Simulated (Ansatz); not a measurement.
# Formation energy and levels of the vacancy V_N in GaN (F-43m), part 2 of 2

Charge states of V_N in GaN (F-43m), set against the band edges. Model: a cell of 54 host atoms with 1 N taken out.

Ansatz; place-levels on r2SCAN runs: charge-transition levels and formation energies with image-charge correction and potential alignment at the atomic sites; PAW set soft_1.

So far. Step 3 (Placing the levels, r2SCAN): Under r2SCAN the gap is 2.17 eV, (+3/+2) -0.33 (outside the gap), (+2/+1) -0.21 (outside the gap), (+1/0) 2.39 (outside the gap), (0/−1) 2.64 (outside the gap) (with band filling) eV.

### 3. Placing the levels, r2SCAN (continued)

Levels between the charges placed, in eV above the valence top:

```csv
,gap (eV),(+3/+2),(+2/+1),(+1/0),(0/−1)
r2SCAN,2.17,-0.33,-0.21,2.39,2.64
```

Corrections by state:

```csv
charge,moment (μB),image terms and alignment (eV),band filling (eV),ε used,"over the lowest of its charge, as the program ranks them, band filling apart (eV)"
+3,0.0,1.307,-,10.56,0.000
+2,1.0,0.492,-,10.56,0.000
+1,0.0,0.058,-,10.56,0.000
0,1.0,0.000,-,-,0.000
−1,0.0,0.350,-0.053,10.56,0.000
−1,2.0,0.343,-,10.56,0.350
```

The charged structures listed were also run neutral, and place-levels reads from each pair, by the potential or the spins, how wide the charge is by which they differ; that can be the carrier of either run.

```csv
charge,rms radius (Å),spread where it is widest against the cell (Å),wide from (Å),reading
+3,2.2,1.24,1.35,narrow
+2,2.3,1.35,1.35,narrow
+1,2.6,1.52,1.35,wide
−1,2.0,1.15,1.35,narrow
```

The neutral runs of these pairs need not share the spin of the lowest neutral state, and very wide values only mean spread over the cell.

From the program's caveats on the states, each cut to its opening words:

- charge +3: it parts from the run that its charge is read beside by 3 carriers, of which the mean alone is read, by its potential at epsilon 6, taken for that of held ions [...]
- charge +3: its alignment with the host at atomic sites is doubtful: the mean over the far sites moves by -0.4231 eV from their farther parts to their nearer, more than [...]
- charge +3: its displacements don't fall off away from the defect: farther atoms stand 0.011 Å off the host's places
- charge +2 (1 μB): it parts from the run at its places by a charge that spreads by about 1.3 Å along one vector (1.3 Å or more is wide), by its potential at epsilon 6, taken for [...]
- charge +2 (1 μB): its alignment with the host at atomic sites is doubtful: the mean over the far sites moves by -0.2751 eV from their farther parts to their nearer, more than [...]
- charge +2 (1 μB), 0 (1 μB), −1 (2 μB): flagged: stability check not made
- charge +1: it parts from the run at its places by a charge that spreads by about 1.5 Å along one vector (1.3 Å or more is wide), by its potential at epsilon 6, taken for [...]
- charge +1: its alignment with the host at atomic sites is doubtful: the mean over the far sites moves by -0.1521 eV from their farther parts to their nearer, more than [...]
- charge 0 (1 μB): its alignment with the host at atomic sites is doubtful: the mean over the far sites moves by -0.0563 eV from their farther parts to their nearer, more than [...]
- charge −1: a band-filling correction moves a carrier to the host's band edge, which changes its energy by -0.053 eV

Formation energies (eV), elemental references (Δμ(N) = 0.00 eV):

```csv
charge,Fermi level at the valence top,at the conduction bottom
+3,2.35,8.85
+2,2.02,6.36
+1,1.81,3.98
0,4.20,4.20
−1,6.84,4.67
```

### 4. Placing the levels, PBEsol

PBEsol on the same structure is run to see how far the result rests on the functional, though not on the errors that semilocal functionals share.

qm1.pbesol/input.yaml

```yaml
crystal:
  checkpoint: "../qm1.relax.run"
  host: checkpoint
total_charge: -1
basis:
  ecutwfc: 420
  xc_grid: 2
hamiltonian:
  xc: pbesol
  pseudopotentials: { kind: paw, azcp: { folder: soft_1 }, xc_functional: pbe }
kpoints:
  mp_grid: { grid: [2, 2, 2], shift: [0.5, 0.5, 0.5] }
scf:
  occupations: { method: fermi_dirac, width: 0.01 }
  max_iter: 60
output:
  forces: true
  eigenvalues: true
  charged_corrections:
    epsilon: 6.0
    static_epsilon: 10.56
    defect_position: [0.416667, 0.416667, 0.416667]
checkpoint:
  write: "../qm1.pbesol.run"
  compress: false
  write_wavefunctions: false
  write_every: 100000
```

Run time: 35 s. Hardware: 4 threads of Intel Xeon 6975P-C (Granite Rapids), shared host; peak memory 3.3 GiB.

levels.pbesol.yaml

```yaml
host:
  run: host.pbesol.run
  levels_from: { run: edges.pbesol.run }
states: [qm1.pbesol.run, q0_M1.pbesol.run, qp1.pbesol.run, qp2_M1.pbesol.run, qp3.pbesol.run, qm1_M2.pbesol.run]
geometry_from:
  qm1.pbesol.run: qm1.relax.run
  q0_M1.pbesol.run: q0_M1.relax.run
  qp1.pbesol.run: qp1.relax.run
  qp2_M1.pbesol.run: qp2_M1.relax.run
  qp3.pbesol.run: qp3.relax.run
  qm1_M2.pbesol.run: qm1_M2.relax.run
  host.pbesol.run: host.relax.run
chemical_potentials:
  "N":
    energy: -378.476431
    dataset: "<sha256 of the dataset>"
```

On the command line:

```console
ansatz place-levels levels.pbesol.yaml -- --threads 4 --pin off --max-ram 15073MiB
```

Numbers of over 12 decimals in the logs are rounded to 6 here.

The log of the run:

```text
(+3/+2) 0.406 eV beneath the valence edge, in the valence band
(+2/+1) 0.377 eV beneath the valence edge, in the valence band
(+1/0) 2.000 eV above the valence edge (+2.151 eV without the band-filling correction), in the conduction band
[...]
formation energy of charge +3: +2.480 eV with the Fermi level at the valence edge
formation energy of charge +2: +2.074 eV with the Fermi level at the valence edge
formation energy of charge +1: +1.696 eV with the Fermi level at the valence edge
formation energy of charge 0: +3.697 eV with the Fermi level at the valence edge
formation energy of charge -1: +5.944 eV with the Fermi level at the valence edge
  edges by pbesol of host.levels_from (edges.pbesol.run), its mesh sampled to repeats of 34.99 Å (the valence edge +0.076 eV and the conduction edge -0.665 eV from those of the host's own run), gap 1.704 eV; the host is sampled to repeats of 19.08 Å
[... the lines on each state left out ...]
```

The job ended after 0.38 s (4 threads).

Under PBEsol the gap is 1.70 eV, (+3/+2) -0.41 (outside the gap), (+2/+1) -0.38 (outside the gap), (+1/0) 2.00 (outside the gap) (with band filling), (0/−1) 2.25 (outside the gap) (with band filling) eV; the stage before (r2SCAN) gave a gap of 2.17 eV and levels within 0.39 eV of these.

### 5. Cost and result

Levels between neighbouring charges, in eV above each run's own valence top:

```csv
,gap (eV),(+3/+2),(+2/+1),(+1/0),(0/−1),CPU time a state at this stage (restarts are quicker than cold starts)
"r2SCAN, 2×2×2 shifted mesh",2.17,-0.33,-0.21,2.39,2.64,3.2 min
"PBEsol on r2SCAN structures, 2×2×2 shifted mesh",1.70,-0.41,-0.38,2.00,2.25,3.4 min
```

### 6. Outcome

| Property | Result |
| --- | --- |
| gap of the host | 2.17 eV (r2SCAN) |
| level (plus 3/plus 2) | 0.33 eV below the valence top |
| level (plus 2/plus 1) | 0.21 eV below the valence top |
| level (plus 1/0) | 2.39 eV above the valence top, past the conduction bottom |
| level (0/minus 1) | 2.64 eV above the valence top, past the conduction bottom (2.69 eV above the valence top without the band-filling term) |
| lowest of the charges placed, just above the valence top (0.02 eV) | +1 |
| lowest of the charges placed, just below the conduction bottom (0.02 eV) | +1 |
| lowest formation energy at mid-gap of the charges run, elemental references | 2.90 eV |

In words: Of the charges placed (−1, 0, +1, +2 and +3), +1 is the lowest from 0.02 eV above the valence top to 0.02 eV below the conduction bottom, a gap of 2.17 eV. States placed: +3 at 0 μB; +2 at 1 μB; +1 at 0 μB; 0 at 1 μB; −1 at 0 μB and 2 μB. Other spin states or structures, where not listed, weren't placed. The program finds carriers beyond a band edge of the host and adds a band-filling term at charge −1 (-0.05 eV); steps to such a charge show no bound level, and a defect level inside a band would be read the same way. The program doubts the alignment of potentials for at least one state, a sign that the cell is small. Limits: r2SCAN makes the gap too small and tends to spread out bound carriers; where a gas molecule sets a chemical potential or the host's formation energy, its binding is uncorrected.

[Logs are printed without paths, hosts, clocks, repeated set-up lines and the standing remarks that a program may print on its own settings, such as how far it seeks lower states.]

[Hosts, paths, dates, database ids (printed as entryN), source tags and the programs' standing remarks are cut or masked in the printed files.]

[Where a table of states has a column of steps, it counts the stored structures, which are thinned; the runs took as many ionic steps or more.]

[A defect's name tells the site on which it was built; relaxed atoms can leave that site.]

[For some hosts the program warned that the k-mesh of the response run may be too coarse for force constants and the static dielectric constant; such warnings are not shown here.]
